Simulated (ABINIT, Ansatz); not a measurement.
# CaSnF4 (P4/mmm): G0W0 with ABINIT, start to end

How does a plane-wave GW calculation on CaSnF4 (P4/mmm) run from the first input to the gap?

Method: LDA and many-body steps on it, plane waves, in ABINIT 10.8.3.

## 1. The starting structure

The structure is tetragonal, space group P4/mmm (No. 123). The conventional cell has a = 4.005 Å, b = 4.005 Å, c = 5.780 Å, α = 90.00°, β = 90.00°, γ = 90.00°. Ca has 8 F at 2.42 Å nearest. Sn has 8 F at 2.52 Å nearest. F has 2 Ca at 2.42 Å and 2 Sn at 2.52 Å nearest. Farther neighbours, and contacts between anions beyond the nearest, are not listed.

The cell and positions are those that the Materials Project relaxed with its own functionals (PBE, PBE+U or r2SCAN), kept fixed.

## 2. Ground state

This step: ABINIT 10.8.3; DFT, LDA, plane waves, norm-conserving pseudopotentials.

The ground-state density comes first.

File run.abi:

```
acell 3*1.0 Angstrom
rprim 
  4.004548000000 0.000000000000 0.000000000000
  0.000000000000 4.004548000000 0.000000000000
  0.000000000000 0.000000000000 5.780467000000
ntypat 3
znucl 20 50 9
natom 6
typat 1 2 3 3 3 3
xred 
  0.000000000000 0.000000000000 0.500000000000
  0.500000000000 0.500000000000 0.000000000000
  0.500000000000 0.000000000000 0.265738000000
  0.500000000000 0.000000000000 0.734262000000
  0.000000000000 0.500000000000 0.734262000000
  0.000000000000 0.500000000000 0.265738000000
pp_dirpath "pseudos"
pseudos "Ca.upf, Sn.upf, F.upf"
ecut 38
ngkpt 6 6 4
nshiftk 1
shiftk 0 0 0
kptopt 1
chksymbreak 0
nband 37
occopt 1
tolvrs 1e-10
nstep 60
prtwf 0
optforces 0
optstress 0
indata_prefix "in"
outdata_prefix "out"
tmpdata_prefix "tmp"
```

The run is started by

```bash
$ OMP_NUM_THREADS=1 mpirun -n 4 abinit run.abi > log
```

The log of the run:

```text
.Version 10.8.3 of ABINIT. v10.8.2 released Aug 2026.

 Symmetries : space group P4/m m m (#123); Bravais tP (primitive tetrag.)
================================================================================
 Values of the parameters that define the memory need of the present run
     intxc =       0    ionmov =       0      iscf =       7    lmnmax =       6
     lnmax =       6     mgfft =      64  mpssoang =       3    mqgrid =    3032
     natom =       6  nloc_mem =       1    nspden =       1   nspinor =       1
    nsppol =       1      nsym =      16    n1xccc =    2501    ntypat =       3
    occopt =       1   xclevel =       1
-    mband =          37        mffmem =           1         mkmem =           8
       mpw =        7027          nfft =      129600          nkpt =          30
================================================================================
  Rough estimation (10% accuracy) of disk space for files :
================================================================================

--------------------------------------------------------------------------------
------------- Echo of variables that govern the present computation ------------
--------------------------------------------------------------------------------
 -outvars: echo values of preprocessed input variables --------
            acell      1.8897261259E+00  1.8897261259E+00  1.8897261259E+00 Bohr

      chksymbreak           0
             ecut      3.80000000E+01 Hartree
-          fftalg         312

              ixc       -1012
              kpt      0.00000000E+00  0.00000000E+00  0.00000000E+00
                       1.66666667E-01  0.00000000E+00  0.00000000E+00
                       3.33333333E-01  0.00000000E+00  0.00000000E+00
                       5.00000000E-01  0.00000000E+00  0.00000000E+00
                       1.66666667E-01  1.66666667E-01  0.00000000E+00
                       3.33333333E-01  1.66666667E-01  0.00000000E+00
                       5.00000000E-01  1.66666667E-01  0.00000000E+00
                       3.33333333E-01  3.33333333E-01  0.00000000E+00
                       5.00000000E-01  3.33333333E-01  0.00000000E+00
   [... 19 further rows ...]
                       5.00000000E-01  3.33333333E-01  5.00000000E-01
                       5.00000000E-01  5.00000000E-01  5.00000000E-01
         kptrlatt        6    0    0      0    6    0      0    0    4
          kptrlen      4.36939980E+01
P           mkmem           8
            natom           6
            nband          37
            ngfft          45      45      64
             nkpt          30
            nstep          60
             nsym          16
           ntypat           3
              occ      2.000000  2.000000  2.000000  2.000000  2.000000  2.000000
                       2.000000  2.000000  2.000000  2.000000  2.000000  2.000000
                       2.000000  2.000000  2.000000  2.000000  2.000000  2.000000
                       2.000000  2.000000  2.000000  2.000000  2.000000  2.000000
                       2.000000  2.000000  2.000000  2.000000  2.000000  2.000000
                       0.000000  0.000000  0.000000  0.000000  0.000000  0.000000
                       0.000000
        optforces           0
        optstress           0
            prtwf           0
            rprim      4.0045480000E+00  0.0000000000E+00  0.0000000000E+00
[...]
spgroup         123

           tolvrs      1.00000000E-10

             xred      0.0000000000E+00  0.0000000000E+00  5.0000000000E-01
[...]
znucl       20.00000   50.00000    9.00000

================================================================================

 chkinp: Checking input parameters for consistency.

================================================================================
== DATASET  1 ==================================================================
-   mpi_nproc: 4, omp_nthreads: 1 (-1 if OMP is not activated)

--- !DatasetInfo
iteration_state: {dtset: 1, }
dimensions: {natom: 6, nkpt: 30, mband: 37, nsppol: 1, nspinor: 1, nspden: 1, mpw: 7027, }
cutoff_energies: {ecut:  38.0, pawecutdg:  -1.0, }
electrons: {nelect:   6.00000000E+01, charge:   0.00000000E+00, occopt:   1.00000000E+00, tsmear:   1.00000000E-02, }

 Real(R)+Recip(G) space primitive vectors, cartesian coordinates (Bohr,Bohr^-1):
 R(1)=  7.5674990  0.0000000  0.0000000  G(1)=  0.1321441  0.0000000  0.0000000
 R(2)=  0.0000000  7.5674990  0.0000000  G(2)=  0.0000000  0.1321441  0.0000000
 R(3)=  0.0000000  0.0000000 10.9234995  G(3)=  0.0000000  0.0000000  0.0915458
 Unit cell volume ucvol=  6.2555649E+02 bohr^3
 Angles (23,13,12)=  9.00000000E+01  9.00000000E+01  9.00000000E+01 degrees

 getcut: wavevector=  0.0000  0.0000  0.0000  ngfft=  45  45  64
         ecut(hartree)=     38.000   => boxcut(ratio)=   2.09529

--- Pseudopotential description ------------------------------------------------
- Ca Generated using ONCVPSP code by D. R. Hamann
- 20.00000  10.00000  180309                  znucl, zion, pspdat
12 -1012 2 -1 1724                            pspcod,pspxc,lmax,lloc,mmax
     nproj     2     2     2
  pspatm : epsatm=   12.51424511
         --- l  ekb(1:nproj) -->
[...]
pspatm: atomic psp has been read  and splines computed

- Sn Generated using ONCVPSP code by D. R. Hamann
- 50.00000  22.00000  180309                  znucl, zion, pspdat
12 -1012 2 -1 1608                            pspcod,pspxc,lmax,lloc,mmax
     nproj     2     2     2
  pspatm : epsatm=   27.51067946
         --- l  ekb(1:nproj) -->
[...]
pspatm: atomic psp has been read  and splines computed

- F Generated using ONCVPSP code by D. R. Hamann
-  9.00000   7.00000  201202                  znucl, zion, pspdat
12 -1012 2 -1 824                             pspcod,pspxc,lmax,lloc,mmax
     nproj     2     2     1
  pspatm : epsatm=    4.94580260
         --- l  ekb(1:nproj) -->
[...]
2   -2.364936
 pspatm: atomic psp has been read  and splines computed

   3.58848810E+03                                ecore*ucvol(ha*bohr**3)
--------------------------------------------------------------------------------

_setup2: Arith. and geom. avg. npw (full set) are    6999.729    6999.709

================================================================================

--- !BeginCycle
iteration_state: {dtset: 1, }
solver: {iscf: 7, nstep: 60, nline: 4, wfoptalg: 0, }
tolerances: {tolvrs: 1.00E-10, }

     iter   Etot(hartree)      deltaE(h)  residm     vres2
 ETOT  1  -358.17352375999    -3.582E+02 2.171E-01 1.151E+03
 ETOT  2  -358.55089211826    -3.774E-01 2.323E-02 6.097E+02
 ETOT  3  -358.78713107480    -2.362E-01 7.419E-03 8.229E+01
 ETOT  4  -358.79869843925    -1.157E-02 4.059E-03 4.227E+00
 ETOT  5  -358.79974038931    -1.042E-03 4.090E-03 6.404E-01
 ETOT  6  -358.79976993933    -2.955E-05 1.690E-03 1.244E-01
 ETOT  7  -358.79978906435    -1.913E-05 3.449E-03 7.534E-03
 ETOT  8  -358.79978987455    -8.102E-07 1.459E-03 3.943E-04
 ETOT  9  -358.79978991613    -4.158E-08 2.871E-03 2.708E-05
 ETOT 10  -358.79978992160    -5.476E-09 9.697E-04 2.862E-08
 ETOT 11  -358.79978992162    -1.995E-11 1.261E-03 1.542E-09
 ETOT 12  -358.79978992162     5.684E-12 4.676E-04 1.226E-10
 ETOT 13  -358.79978992162     9.095E-13 5.300E-04 2.467E-11

 At SCF step   13       vres2   =  2.47E-11 < tolvrs=  1.00E-10 =>converged.

--- !ResultsGS
iteration_state: {dtset: 1, }
comment   : Summary of ground state results
lattice_vectors:
- [  7.5674990,   0.0000000,   0.0000000, ]
- [  0.0000000,   7.5674990,   0.0000000, ]
- [  0.0000000,   0.0000000,  10.9234995, ]
lattice_lengths: [   7.56750,    7.56750,   10.92350, ]
lattice_angles: [ 90.000,  90.000,  90.000, ] # degrees, (23, 13, 12)
lattice_volume:   6.2555649E+02
convergence: {deltae:  9.095E-13, res2:  2.467E-11, residm:  5.300E-04, diffor:  0.000E+00, }
etotal    :  -3.58799790E+02
entropy   :   0.00000000E+00
fermie    :   1.07503608E-01
cartesian_stress_tensor: null
pressure_GPa: null
xred      :
- [  0.0000E+00,   0.0000E+00,   5.0000E-01, Ca]
- [  5.0000E-01,   5.0000E-01,   0.0000E+00, Sn]
- [  5.0000E-01,   0.0000E+00,   2.6574E-01,  F]
- [  5.0000E-01,   0.0000E+00,   7.3426E-01,  F]
- [  0.0000E+00,   5.0000E-01,   7.3426E-01,  F]
- [  0.0000E+00,   5.0000E-01,   2.6574E-01,  F]
cartesian_forces: null
force_length_stats: {min: null, max: null, mean: null, }

 Integrated electronic density in atomic spheres:
 ------------------------------------------------
 Atom  Sphere_radius  Integrated_density
[...]
================================================================================

 ----iterations are completed or convergence reached----

 Mean square residual over all n,k,spin=   20.777E-07; max=  53.002E-05
 reduced coordinates (array xred) for    6 atoms
[...]
0.500000      0.500000      0.000000
       0.500000      0.000000      0.265738
       0.500000      0.000000      0.734262
       0.000000      0.500000      0.734262
       0.000000      0.500000      0.265738
 rms dE/dt=  0.0000E+00; max dE/dt=  0.0000E+00; dE/dt below (all hartree)
    1       0.000000      0.000000      0.000000
    2       0.000000      0.000000      0.000000
    3       0.000000      0.000000      0.000000
    4       0.000000      0.000000      0.000000
    5       0.000000      0.000000      0.000000
    6       0.000000      0.000000      0.000000

 cartesian coordinates (angstrom) at end:
    1      0.000000     0.000000     2.890233
    2      2.002274     2.002274     0.000000
    3      2.002274     0.000000     1.536090
    4      2.002274     0.000000     4.244377
    5      0.000000     2.002274     4.244377
    6      0.000000     2.002274     1.536090
 length scales=  1.889726  1.889726  1.889726 bohr
              =  1.000000  1.000000  1.000000 angstroms
 prteigrs : about to open file out_EIG
 Fermi (or HOMO) energy (hartree) =   0.10750   Average Vxc (hartree)=  -0.37730
 Eigenvalues (hartree) for nkpt=  30  k points:
 kpt#   1, nband= 37, wtk=  0.00694, kpt=  0.0000  0.0000  0.0000 (reduced coord)
  -4.57933   -2.95880   -2.95880   -2.95837   -1.28701   -0.68662   -0.68566   -0.67173
  -0.65831   -0.61854   -0.61839   -0.61826   -0.61826   -0.61354   -0.59741   -0.59741
  -0.58418   -0.12433   -0.04700   -0.04700   -0.03632   -0.03632   -0.03479    0.00487
   0.01334    0.01334    0.01720    0.01720    0.02189    0.04242    0.27303    0.32407
   0.33029    0.33029    0.36563    0.37039    0.39345
 prteigrs : prtvol=0 or 1, do not print more k-points.

--- !EnergyTerms
iteration_state     : {dtset: 1, }
comment             : Components of total free energy in Hartree
kinetic             :  1.543116E+02
hartree             :  1.167829E+02
xc                  : -5.563918E+01
Ewald energy        : -2.033549E+02
psp_core            :  5.736473E+00
local_psp           : -3.625501E+02
non_local_psp       : -1.408658E+01
total_energy        : -3.587998E+02
total_energy_eV     : -9.763440E+03
band_energy         : -4.501953E+01

== END DATASET(S) ==============================================================
================================================================================

 -outvars: echo values of variables after computation  --------
           etotal     -3.5879978992E+02
            nband          37
             nkpt          30
          spgroup         123
 [... the other variables as echoed above ...]

 Calculation completed.
```

Run time: 1.9 min. Hardware: 4 MPI ranks of Arm Neoverse V1, shared host; peak memory 0.46 GiB.

Numbers from this step:

```
total energy               : -9763.4397 eV
gap                        : 3.394 eV
k of the valence top       : 0.5, 0, 0.5
k of the conduction bottom : 0, 0, 0.5
least direct gap           : 3.849 eV
```

The gap is indirect, with the least direct gap 0.46 eV higher.

(Continued in part 2 of 3.)

[Long decimals in the printed logs are rounded to 6 places.]

[Logs are printed without paths, hosts, clocks, repeated set-up lines and the standing remarks that a program may print on its own settings, such as how far it seeks lower states.]

[Paths, hosts, dates, memory and timing lines, banners, echoed tables and standing remarks are left out of the program output; an Ansatz launch command may be rebuilt from the run's recorded settings. Measured values are a selection of at most five: reports struck by readers or far from the other reports are left out. None is set beside runs whose start may be inverted or whose files or cutoffs have a known fault.]

[Runs of the session that timed out or met a known fault of the program may be left out.]

[Hosts, paths, dates, database ids (printed as entryN), source tags and the programs' standing remarks are cut or masked in the printed files.]

[G0W0 gaps are taken among the corrected bands and points alone; a level outside them can change the order at an edge.]

[Where Ansatz stands beside ABINIT at settings called matched, ABINIT's density can come from a denser mesh and the files from another edition; pairs whose starting gaps differed by over 0.03 eV were left out, so agreement reads better than it is.]
